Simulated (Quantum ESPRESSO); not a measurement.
**GaP, zinc blende: band edges under a change of volume**

How fast do the gaps move when the cell is scaled evenly?

Calculated with Quantum ESPRESSO 7.5, PBEsol, GBRV 1.5 ultrasoft potentials, cutoff 680 eV, Fermi–Dirac smearing 0.02 eV, k-mesh 9×9×9, no spin polarisation, no spin-orbit coupling.

Reference cell, relaxed at zero pressure with PBEsol (F-43m): a = 3.8436 Å, b = 3.8436 Å, c = 3.8436 Å, α = 60.00°, β = 60.00°, γ = 60.00°.

```
atom       x       y       z
  Ga  0.0000  0.0000  0.0000
   P  0.7500  0.7500  0.7500
```

Levels are read on the k-mesh and along lines from Γ to X = (0.5, 0, 0.5), L = (0.5, 0.5, 0.5), K = (0.375, 0.375, 0.75) and W = (0.5, 0.25, 0.75) in the reciprocal basis of this cell (the letters only name these points), and count from the highest filled level.

```
ln(V/V0)  gap (eV)  direct gap at Γ (eV)  lowest empty along Γ–X (Γ left out) (eV)  lowest empty at L (eV)
 −0.0619     1.333                 2.322                                     1.333                   1.794
 −0.0408     1.376                 2.146                                     1.376                   1.731
 −0.0202     1.416                 1.974                                     1.416                   1.668
  0.0000     1.453                 1.808                                     1.453                   1.607
  0.0392     1.490                 1.490                                     1.520                   1.490
  0.0583     1.337                 1.337                                     1.549                   1.433
```

**Question.** Fit the direct gap at Γ and give it at ln(V/V0) = 0.0198, a row left out above.

A straight line through the 6 rows: the means are −0.004233 for ln(V/V0) and 1.8462 for the level, Σ(Δx)² = 0.01073 and ΣΔxΔy = −0.08792, so the slope is −0.08792/0.01073 = −8.1917 and the intercept 1.8462 − (−8.1917)(−0.004233) = 1.8115.

The slope is the volume deformation potential of this gap, −8.19 eV, as a mean over the range. The line gives 1.649 eV. The run itself gives 1.647 eV, so the estimate misses by 0.002 eV; the fitted rows themselves lie up to 0.003 eV off the law.

The lowest empty level changes place along the table: along Γ–X (Γ left out) at −0.0619, at Γ at 0.0392.

The gap is direct at Γ at ln(V/V0) = 0.0392 and 0.0583 and indirect in the other rows, though near the crossing two valleys lie within 0.01 eV of each other. Semilocal functionals give gaps that are too small, and the error differs from valley to valley, so the order of close valleys can be wrong too.

[Logs are printed without paths, hosts, clocks, repeated set-up lines and the standing remarks that a program may print on its own settings, such as how far it seeks lower states.]
